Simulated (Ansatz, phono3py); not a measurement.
# GaP (F-43m): solver, mesh and scattering choices in phono3py, part 3 of 5

Wanted: the sensitivity of κ of GaP to the choices of the transport step.

Measurements to reproduce:
- thermal conductivity 100 W/m/K near room temperature (given in “Combining the AFLOW GIBBS and Elastic Libraries to efficiently and robustly screen thermo-mechanical properties of solids”, 2017, arXiv:1611.05714)

Ansatz 0.2.0 and phono3py 4.10.0; DFT r2SCAN, scalar-relativistic, plane waves, PAW; PAW set soft_1 (the session's first sound run).

So far, κ at 300 K (W/m/K): step 3 (relaxation-time solution) 126; step 11 (q-mesh of the transport sums 23×23×23) 118; step 12 (q-mesh of the transport sums 29×29×29) 126; step 14 (boundary mean free path 10 micrometre) 111; step 15 (boundary mean free path 100 micrometre) 124.

## 16. Direct solution of the linearised equation, third order supercell 3×3×3, supercell 6×6×6

Level of this step: DFT r2SCAN, scalar-relativistic, plane waves, PAW; PAW set soft_1; phono3py on Ansatz's force constants (phono3py).

Solving the linearised equation directly keeps the heat that normal processes pass on between modes; it is dearer, so the mesh may be smaller.

phono3py.yaml reads:

```yaml
phono3py:
  version: "4.10.0"
  frequency_unit_conversion_factor: 15.633302
  symmetry_tolerance: 1.00000e-05

physical_unit:
  atomic_mass: "AMU"
  length: "angstrom"

space_group:
  type: "F-43m"
  number: 216
  Hall_symbol: "F -4 2 3"

primitive_matrix:
- [  1.000000000000000,  0.000000000000000,  0.000000000000000 ]
- [  0.000000000000000,  1.000000000000000,  0.000000000000000 ]
- [  0.000000000000000,  0.000000000000000,  1.000000000000000 ]

supercell_matrix:
- [   3,   0,   0 ]
- [   0,   3,   0 ]
- [   0,   0,   3 ]

# [primitive_cell block left out]
unit_cell:
  lattice:
  - [     0.000000000000000,     2.725833929100000,     2.725833929100000 ] # a
  - [     2.725833929100000,     0.000000000000000,     2.725833929100000 ] # b
  - [     2.725833929100000,     2.725833929100000,     0.000000000000000 ] # c
  points:
  - symbol: Ga # 1
    coordinates: [  0.000000000000000,  0.000000000000000,  0.000000000000000 ]
    mass: 69.723000
    reduced_to: 1
  - symbol: P # 2
    coordinates: [  0.250000000000000,  0.250000000000000,  0.250000000000000 ]
    mass: 30.973762
    reduced_to: 2

# [supercell block left out]
phonon_supercell_matrix:
- [   6,   0,   0 ]
- [   0,   6,   0 ]
- [   0,   0,   6 ]

# [phonon_primitive_cell block left out]
# [phonon_supercell block left out]
nac:
  born_effective_charge:
  - # 1 (Ga)
    - [  2.148332994284952,  0.000000000000000,  0.000000000000000 ]
    - [  0.000000000000000,  2.148332994284952,  0.000000000000000 ]
    - [  0.000000000000000,  0.000000000000000,  2.148332994284952 ]
  - # 2 (P)
    - [ -2.148332994284952,  0.000000000000000,  0.000000000000000 ]
    - [  0.000000000000000, -2.148332994284952,  0.000000000000000 ]
    - [  0.000000000000000,  0.000000000000000, -2.148332994284952 ]
  dielectric_constant:
    - [  9.349330290410645,  0.000000000000000,  0.000000000000000 ]
    - [  0.000000000000000,  9.349330290410645,  0.000000000000000 ]
    - [  0.000000000000000,  0.000000000000000,  9.349330290410641 ]
  unit_conversion_factor: 14.399645
```

On the command line:

```
> phono3py phono3py.yaml --mesh 19 19 19 --lbte --isotope --ts 100 300 600
```

The log of the run:

```text
[banner, memory and clock lines left out]
Rust backend (phonors) using rayon (8 threads).
Running in phono3py.load mode.
Spglib version 2.8.0
----------------------------- General settings -----------------------------
Run mode: conductivity-LBTE
HDF5 data compression filter: gzip
Crystal structure was read from "phono3py.yaml".
Supercell (dim): [3 3 3]
Phonon supercell (dim-fc2): [6 6 6]
Primitive matrix:
  [1. 0. 0.]
  [0. 1. 0.]
  [0. 0. 1.]
Spacegroup: F-43m (216)
Use -v option to watch primitive cell, unit cell, and supercell structures.
NAC parameters were read from "phono3py.yaml".
fc3 was read from "fc3.hdf5".
fc2 was read from "fc2.hdf5".
----------------------------- Force constants ------------------------------
Max drift of fc3: 0.00000300 (yyx) 0.00000300 (yyx) 0.00000300 (yxy)
Max drift of fc2: -0.00000400 (zz) -0.00000400 (zz)
--------------------------- Calculation settings ---------------------------
Non-analytical term correction (NAC): True
NAC unit conversion factor:  14.39964
BZ integration: Tetrahedron-method
Temperatures: 100.0  300.0  600.0
Cutoff frequency: 0.01
Mesh sampling: [ 19 19 19 ]
Generating grid system ... [ 19 19 19 ]
fc3-r2q-transformation over three atoms: True
--------------------------- Phonon calculations ----------------------------
  PRB 50, 13035(R) (1994), PRB 55, 10355 (1997)
  G-cutoff distance: 1.21, Number of G-points: 307, Lambda: 0.39
Running harmonic phonon calculations...
------------------- Lattice thermal conductivity (LBTE) -------------------
Running heat capacity calculations...
Running velocity calculations...
Running isotope scattering calculations with tetrahedron method...
======================= Grid point 0 (1/220) =======================
q-point: ( 0.00  0.00  0.00)
Boundary mean free path (millimeter): 1000.000
Mass variance parameters: 1.97e-04 0.00e+00
Number of triplets: 220
Frequency     group velocity (x, y, z)     |gv|
  -0.003   (   0.000    0.000    0.000)    0.000
  -0.003   (   0.000    0.000    0.000)    0.000
  -0.003   (   0.000    0.000    0.000)    0.000
  10.785   (   0.000   -0.000    0.000)    0.000
  10.785   (   0.000    0.000    0.000)    0.000
  10.785   (   0.000    0.000   -0.000)    0.000
======================= Grid point 1 (2/220) =======================
q-point: ( 0.05  0.00  0.00)
Boundary mean free path (millimeter): 1000.000
Mass variance parameters: 1.97e-04 0.00e+00
Number of triplets: 670
Frequency     group velocity (x, y, z)     |gv|
   0.559   ( -18.935   18.935   18.935)   32.796
   0.559   ( -18.935   18.935   18.935)   32.796
   1.134   ( -38.643   38.643   38.643)   66.931
  10.779   (   0.427   -0.427   -0.427)    0.740
  10.779   (   0.427   -0.427   -0.427)    0.740
  11.878   (   1.019   -1.019   -1.019)    1.765
[217 grid points left out]
======================= Grid point 1647 (220/220) =======================
q-point: (-0.26  0.47  0.21)
Boundary mean free path (millimeter): 1000.000
Mass variance parameters: 1.97e-04 0.00e+00
Number of triplets: 1810
Frequency     group velocity (x, y, z)     |gv|
   3.815   (   4.332    2.136   -0.000)    4.829
   4.441   (  -0.489    3.290   -0.000)    3.326
   6.490   (   1.280   -4.161    0.000)    4.353
   9.866   (  -1.937   -1.571    0.000)    2.494
  10.812   (   1.022    0.282   -0.000)    1.060
  11.780   (   0.267    1.113   -0.000)    1.145
=================== End of collection of collisions ===================
- Collision matrix shape (1, 3, 220, 6, 3, 220, 6, 3)
- Averaging collision matrix elements by phonon degeneracy [0.085s]
- Making collision matrix symmetric (Rust) [0.009s]
Diagonalize by scipy.linalg.lapack.dsyev sum=2.4e+01 d=-3.6e-15 [100.731s]
Pinv by ignoring 1026/3960 dims under abs(eig)<1.0e-08 (np.dot) [0.013s]
----------- Thermal conductivity (W/m-k) with tetrahedron method -----------
#  T(K)        xx         yy         zz         yz         xz         xy
  100.0     498.057    498.057    498.057     -0.000     -0.000      0.000
  (RTA)     491.118    491.118    491.118     -0.000     -0.000      0.000
Diagonalize by scipy.linalg.lapack.dsyev sum=6.1e+01 d=-7.1e-15 [93.642s]
Pinv by ignoring 1026/3960 dims under abs(eig)<1.0e-08 (np.dot) [0.015s]
#  T(K)        xx         yy         zz         yz         xz         xy
  300.0     129.167    129.167    129.167     -0.000     -0.000      0.000
  (RTA)     126.012    126.012    126.012     -0.000     -0.000      0.000
Diagonalize by scipy.linalg.lapack.dsyev sum=1.2e+02 d=1.4e-14 [93.003s]
Pinv by ignoring 1026/3960 dims under abs(eig)<1.0e-08 (np.dot) [0.016s]
#  T(K)        xx         yy         zz         yz         xz         xy
  600.0      65.491     65.491     65.491     -0.000     -0.000      0.000
  (RTA)      63.711     63.711     63.711     -0.000     -0.000      0.000
Thermal conductivity related properties were written into
"kappa-m191919.hdf5".
Eigenvalues of collision matrix were written into "coleigs-m191919.hdf5"
Summary of calculation was written in "phono3py.yaml".
```

Elapsed: 5.4 min, on 8 threads of Arm Neoverse V2, shared host; peak memory 0.5 GiB; 7.7 min of CPU time.

This step gave:

```yaml
kappa_at_300_k: 129.2 W/m/K
kappa_xx_yy_zz_at_300_k: 129.2, 129.2, 129.2 W/m/K
```

W/m/K. Kappa, by row:

```tsv
T (K)	xx	yy	zz	yz	xz	xy	RTA mean
100	498.1	498.1	498.1	0	0	0	491.1
300	129.2	129.2	129.2	0	0	0	126
600	65.49	65.49	65.49	0	0	0	63.71
```

κ at 300 K goes from 126 in the base run to 129 W/(m K).

## 17. Adding coherences, third order supercell 3×3×3, supercell 6×6×6

Close branches can carry heat by tunnelling between them, which the particle picture leaves out.

phono3py.yaml is that of step 16.

On the command line:

```
> phono3py phono3py.yaml --mesh 19 19 19 --br --isotope --tt smm19 --ts 100 150 200 300 400 500 600 800
```

The log of the run:

```text
[banner, memory and clock lines left out]
Rust backend (phonors) using rayon (8 threads).
Running in phono3py.load mode.
Spglib version 2.8.0
----------------------------- General settings -----------------------------
Run mode: conductivity-RTA
HDF5 data compression filter: gzip
Crystal structure was read from "phono3py.yaml".
Supercell (dim): [3 3 3]
Phonon supercell (dim-fc2): [6 6 6]
Primitive matrix:
  [1. 0. 0.]
  [0. 1. 0.]
  [0. 0. 1.]
Spacegroup: F-43m (216)
Use -v option to watch primitive cell, unit cell, and supercell structures.
NAC parameters were read from "phono3py.yaml".
fc3 was read from "fc3.hdf5".
fc2 was read from "fc2.hdf5".
----------------------------- Force constants ------------------------------
Max drift of fc3: 0.00000300 (yyx) 0.00000300 (yyx) 0.00000300 (yxy)
Max drift of fc2: -0.00000400 (zz) -0.00000400 (zz)
--------------------------- Calculation settings ---------------------------
Non-analytical term correction (NAC): True
NAC unit conversion factor:  14.39964
BZ integration: Tetrahedron-method
Temperature:  100.0  150.0  200.0  300.0  400.0 ... 800.0
Cutoff frequency: 0.01
Mesh sampling: [ 19 19 19 ]
Generating grid system ... [ 19 19 19 ]
fc3-r2q-transformation over three atoms: True
Optional transport type: SMM19
--------------------------- Phonon calculations ----------------------------
  PRB 50, 13035(R) (1994), PRB 55, 10355 (1997)
  G-cutoff distance: 1.21, Number of G-points: 307, Lambda: 0.39
Running harmonic phonon calculations...
-------------------- Lattice thermal conductivity (RTA) --------------------
Running heat capacity calculations...
Running velocity calculations...
Running isotope scattering calculations with tetrahedron method...
======================= Grid point 0 (1/220) =======================
q-point: ( 0.00  0.00  0.00)
Boundary mean free path (millimeter): 1000.000
Mass variance parameters: 1.97e-04 0.00e+00
Number of triplets: 220
Frequency     group velocity (x, y, z)     |gv|
  -0.003   (   0.000    0.000    0.000)    0.000
  -0.003   (   0.000    0.000    0.000)    0.000
  -0.003   (   0.000    0.000    0.000)    0.000
  10.785   (  -0.000    0.000    0.000)    0.000
  10.785   (   0.000   -0.000    0.000)    0.000
  10.785   (   0.000   -0.000   -0.000)    0.000
======================= Grid point 1 (2/220) =======================
q-point: ( 0.05  0.00  0.00)
Boundary mean free path (millimeter): 1000.000
Mass variance parameters: 1.97e-04 0.00e+00
Number of triplets: 670
Frequency     group velocity (x, y, z)     |gv|
   0.559   ( -18.935   18.935   18.935)   32.796
   0.559   ( -18.935   18.935   18.935)   32.796
   1.134   ( -38.643   38.643   38.643)   66.931
  10.779   (   0.427   -0.427   -0.427)    0.740
  10.779   (   0.427   -0.427   -0.427)    0.740
  11.878   (   1.019   -1.019   -1.019)    1.765
[217 grid points left out]
======================= Grid point 1647 (220/220) =======================
q-point: (-0.26  0.47  0.21)
Boundary mean free path (millimeter): 1000.000
Mass variance parameters: 1.97e-04 0.00e+00
Number of triplets: 1810
Frequency     group velocity (x, y, z)     |gv|
   3.815   (   4.332    2.136   -0.000)    4.829
   4.441   (  -0.489    3.290   -0.000)    3.326
   6.490   (   1.280   -4.161    0.000)    4.353
   9.866   (  -1.937   -1.571    0.000)    2.494
  10.812   (   1.022    0.282   -0.000)    1.060
  11.780   (   0.267    1.113   -0.000)    1.145
=================== End of collection of collisions ===================
----------- Thermal conductivity (W/m-k) with tetrahedron method -----------
#          T(K)        xx         yy         zz         yz         xz         xy
K_intra   100.0     491.118    491.118    491.118     -0.000     -0.000      0.000
K_intra   150.0     276.025    276.025    276.025     -0.000     -0.000      0.000
K_intra   200.0     194.643    194.643    194.643     -0.000     -0.000      0.000
K_intra   300.0     126.012    126.012    126.012     -0.000     -0.000      0.000
K_intra   400.0      94.517     94.517     94.517     -0.000     -0.000      0.000
K_intra   500.0      76.012     76.012     76.012     -0.000     -0.000      0.000
K_intra   600.0      63.711     63.711     63.711     -0.000     -0.000      0.000
K_intra   800.0      48.259     48.259     48.259     -0.000     -0.000      0.000

K_inter   100.0       2.430      2.430      2.430     -0.000     -0.000      0.000
K_inter   150.0       1.242      1.242      1.242     -0.000     -0.000      0.000
K_inter   200.0       0.870      0.870      0.870     -0.000     -0.000      0.000
K_inter   300.0       0.601      0.601      0.601     -0.000     -0.000      0.000
K_inter   400.0       0.482      0.482      0.482     -0.000     -0.000      0.000
K_inter   500.0       0.410      0.410      0.410     -0.000     -0.000      0.000
K_inter   600.0       0.360      0.360      0.360     -0.000     -0.000      0.000
K_inter   800.0       0.297      0.297      0.297     -0.000     -0.000      0.000

K_TOT     100.0     493.547    493.547    493.547     -0.000     -0.000      0.000
K_TOT     150.0     277.267    277.267    277.267     -0.000     -0.000      0.000
K_TOT     200.0     195.513    195.513    195.513     -0.000     -0.000      0.000
K_TOT     300.0     126.613    126.613    126.613     -0.000     -0.000      0.000
K_TOT     400.0      94.999     94.999     94.999     -0.000     -0.000      0.000
K_TOT     500.0      76.422     76.422     76.422     -0.000     -0.000      0.000
K_TOT     600.0      64.071     64.071     64.071     -0.000     -0.000      0.000
K_TOT     800.0      48.556     48.556     48.556     -0.000     -0.000      0.000

Thermal conductivity related properties were written into
"kappa-m191919.hdf5".
Summary of calculation was written in "phono3py.yaml".
```

Wall time 26 s (8 threads); peak memory 0.1 GiB; 2.8 min of CPU time.

This step gave:

| Item | Value |
| --- | --- |
| κ at 300 K | 126.6 W/m/K |
| κ xx, yy, zz at 300 K | 126.6, 126.6, 126.6 W/m/K |

W/m/K. Kappa, by row:

```tsv
T (K)	xx	yy	zz	yz	xz	xy	intra mean	inter mean
100	493.5	493.5	493.5	0	0	0	491.1	2.43
150	277.3	277.3	277.3	0	0	0	276	1.242
200	195.5	195.5	195.5	0	0	0	194.6	0.8702
300	126.6	126.6	126.6	0	0	0	126	0.6011
400	95	95	95	0	0	0	94.52	0.4824
500	76.42	76.42	76.42	0	0	0	76.01	0.41
600	64.07	64.07	64.07	0	0	0	63.71	0.3602
800	48.56	48.56	48.56	0	0	0	48.26	0.2971
```

κ at 300 K goes from 126 in the base run to 127 W/(m K).

## 18. Gaussian smearing, third order supercell 3×3×3, supercell 6×6×6

A Gaussian replaces the tetrahedron method for energy conservation; its width must match the mesh.

phono3py.yaml is that of step 17.

On the command line:

```
> phono3py phono3py.yaml --mesh 19 19 19 --br --isotope --sigma 0.03 --ts 100 300 600
```

The log of the run:

```text
[banner, memory and clock lines left out]
Rust backend (phonors) using rayon (8 threads).
Running in phono3py.load mode.
Spglib version 2.8.0
----------------------------- General settings -----------------------------
Run mode: conductivity-RTA
HDF5 data compression filter: gzip
Crystal structure was read from "phono3py.yaml".
Supercell (dim): [3 3 3]
Phonon supercell (dim-fc2): [6 6 6]
Primitive matrix:
  [1. 0. 0.]
  [0. 1. 0.]
  [0. 0. 1.]
Spacegroup: F-43m (216)
Use -v option to watch primitive cell, unit cell, and supercell structures.
NAC parameters were read from "phono3py.yaml".
fc3 was read from "fc3.hdf5".
fc2 was read from "fc2.hdf5".
----------------------------- Force constants ------------------------------
Max drift of fc3: 0.00000300 (yyx) 0.00000300 (yyx) 0.00000300 (yxy)
Max drift of fc2: -0.00000400 (zz) -0.00000400 (zz)
--------------------------- Calculation settings ---------------------------
Non-analytical term correction (NAC): True
NAC unit conversion factor:  14.39964
BZ integration: Smearing=0.03
Temperature:  100.0  300.0  600.0
Cutoff frequency: 0.01
Mesh sampling: [ 19 19 19 ]
Generating grid system ... [ 19 19 19 ]
fc3-r2q-transformation over three atoms: True
--------------------------- Phonon calculations ----------------------------
  PRB 50, 13035(R) (1994), PRB 55, 10355 (1997)
  G-cutoff distance: 1.21, Number of G-points: 307, Lambda: 0.39
Running harmonic phonon calculations...
-------------------- Lattice thermal conductivity (RTA) --------------------
Running heat capacity calculations...
Running velocity calculations...
Running isotope scattering calculations sigma=0.03...
======================= Grid point 0 (1/220) =======================
q-point: ( 0.00  0.00  0.00)
Boundary mean free path (millimeter): 1000.000
Mass variance parameters: 1.97e-04 0.00e+00
Number of triplets: 220
Frequency     group velocity (x, y, z)     |gv|
  -0.003   (   0.000    0.000    0.000)    0.000
  -0.003   (   0.000    0.000    0.000)    0.000
  -0.003   (   0.000    0.000    0.000)    0.000
  10.785   (   0.000   -0.000    0.000)    0.000
  10.785   (   0.000    0.000    0.000)    0.000
  10.785   (   0.000    0.000   -0.000)    0.000
======================= Grid point 1 (2/220) =======================
q-point: ( 0.05  0.00  0.00)
Boundary mean free path (millimeter): 1000.000
Mass variance parameters: 1.97e-04 0.00e+00
Number of triplets: 670
Frequency     group velocity (x, y, z)     |gv|
   0.559   ( -18.935   18.935   18.935)   32.796
   0.559   ( -18.935   18.935   18.935)   32.796
   1.134   ( -38.643   38.643   38.643)   66.931
  10.779   (   0.427   -0.427   -0.427)    0.740
  10.779   (   0.427   -0.427   -0.427)    0.740
  11.878   (   1.019   -1.019   -1.019)    1.765
[217 grid points left out]
======================= Grid point 1647 (220/220) =======================
q-point: (-0.26  0.47  0.21)
Boundary mean free path (millimeter): 1000.000
Mass variance parameters: 1.97e-04 0.00e+00
Number of triplets: 1810
Frequency     group velocity (x, y, z)     |gv|
   3.815   (   4.332    2.136   -0.000)    4.829
   4.441   (  -0.489    3.290   -0.000)    3.326
   6.490   (   1.280   -4.161    0.000)    4.353
   9.866   (  -1.937   -1.571    0.000)    2.494
  10.812   (   1.022    0.282   -0.000)    1.060
  11.780   (   0.267    1.113   -0.000)    1.145
=================== End of collection of collisions ===================
----------- Thermal conductivity (W/m-k) for sigma=0.03 -----------
#  T(K)        xx         yy         zz         yz         xz         xy
  100.0     441.995    441.995    441.995     -0.000     -0.000      0.000
  300.0     118.959    118.959    118.959     -0.000     -0.000      0.000
  600.0      60.430     60.430     60.430     -0.000     -0.000      0.000

Thermal conductivity related properties and sigma 0.03
were written into "kappa-m191919-s0.03.hdf5".
Summary of calculation was written in "phono3py.yaml".
```

It took 23 s on 8 threads; peak memory 0.1 GiB; 2.5 min of CPU time.

Numbers from this step:

```yaml
kappa_at_300_k: 119 W/m/K
kappa_xx_yy_zz_at_300_k: 119, 119, 119 W/m/K
```

W/m/K. Kappa, by row:

```tsv
T (K)	xx	yy	zz	yz	xz	xy
100	442	442	442	0	0	0
300	119	119	119	0	0	0
600	60.43	60.43	60.43	0	0	0
```

With a width of 0.03 THz κ at 300 K is 119 W/(m K), -5.6 % from the tetrahedron value.

For the κ at 300 K, step 3 gave 126 W/m/K; this run, with delta function Gaussian and sigma 0.03 THz, gives 119 W/m/K (-6 %).

## 19. Gaussian smearing, third order supercell 3×3×3, supercell 6×6×6 (run 2)

A Gaussian replaces the tetrahedron method for energy conservation; its width must match the mesh.

phono3py.yaml is that of step 18.

On the command line:

```
> phono3py phono3py.yaml --mesh 19 19 19 --br --isotope --sigma 0.1 --ts 100 300 600
```

The log of the run:

```text
[banner, memory and clock lines left out]
Rust backend (phonors) using rayon (8 threads).
Running in phono3py.load mode.
Spglib version 2.8.0
----------------------------- General settings -----------------------------
Run mode: conductivity-RTA
HDF5 data compression filter: gzip
Crystal structure was read from "phono3py.yaml".
Supercell (dim): [3 3 3]
Phonon supercell (dim-fc2): [6 6 6]
Primitive matrix:
  [1. 0. 0.]
  [0. 1. 0.]
  [0. 0. 1.]
Spacegroup: F-43m (216)
Use -v option to watch primitive cell, unit cell, and supercell structures.
[...]
10.812   (   1.022    0.282   -0.000)    1.060
  11.780   (   0.267    1.113   -0.000)    1.145
=================== End of collection of collisions ===================
----------- Thermal conductivity (W/m-k) for sigma=0.1 -----------
#  T(K)        xx         yy         zz         yz         xz         xy
  100.0     435.797    435.797    435.797     -0.000     -0.000      0.000
  300.0     115.498    115.498    115.498     -0.000     -0.000      0.000
  600.0      58.508     58.508     58.508     -0.000     -0.000      0.000

Thermal conductivity related properties and sigma 0.1
were written into "kappa-m191919-s0.1.hdf5".
Summary of calculation was written in "phono3py.yaml".
```

Run time: 23 s. Hardware: 8 threads; peak memory 0.1 GiB; 2.5 min of CPU time.

This step gave:

```yaml
kappa_at_300_k: 115.5 W/m/K
kappa_xx_yy_zz_at_300_k: 115.5, 115.5, 115.5 W/m/K
```

W/m/K. Kappa, by row:

```tsv
T (K)	xx	yy	zz	yz	xz	xy
100	435.8	435.8	435.8	0	0	0
300	115.5	115.5	115.5	0	0	0
600	58.51	58.51	58.51	0	0	0
```

With a width of 0.1 THz κ at 300 K is 116 W/(m K), -8.3 % from the tetrahedron value.

For the κ at 300 K, step 18 gave 119 W/m/K; this run, with sigma 0.1 THz, gives 116 W/m/K (-3 %).

[end of part 3 of 5]

[Logs are printed without paths, hosts, clocks, repeated set-up lines and the standing remarks that a program may print on its own settings, such as how far it seeks lower states.]

[Hosts, paths, dates, database ids (printed as entryN), source tags and the programs' standing remarks are cut or masked in the printed files.]

[A step with changed settings may run another functional than the one named; its input shows which.]
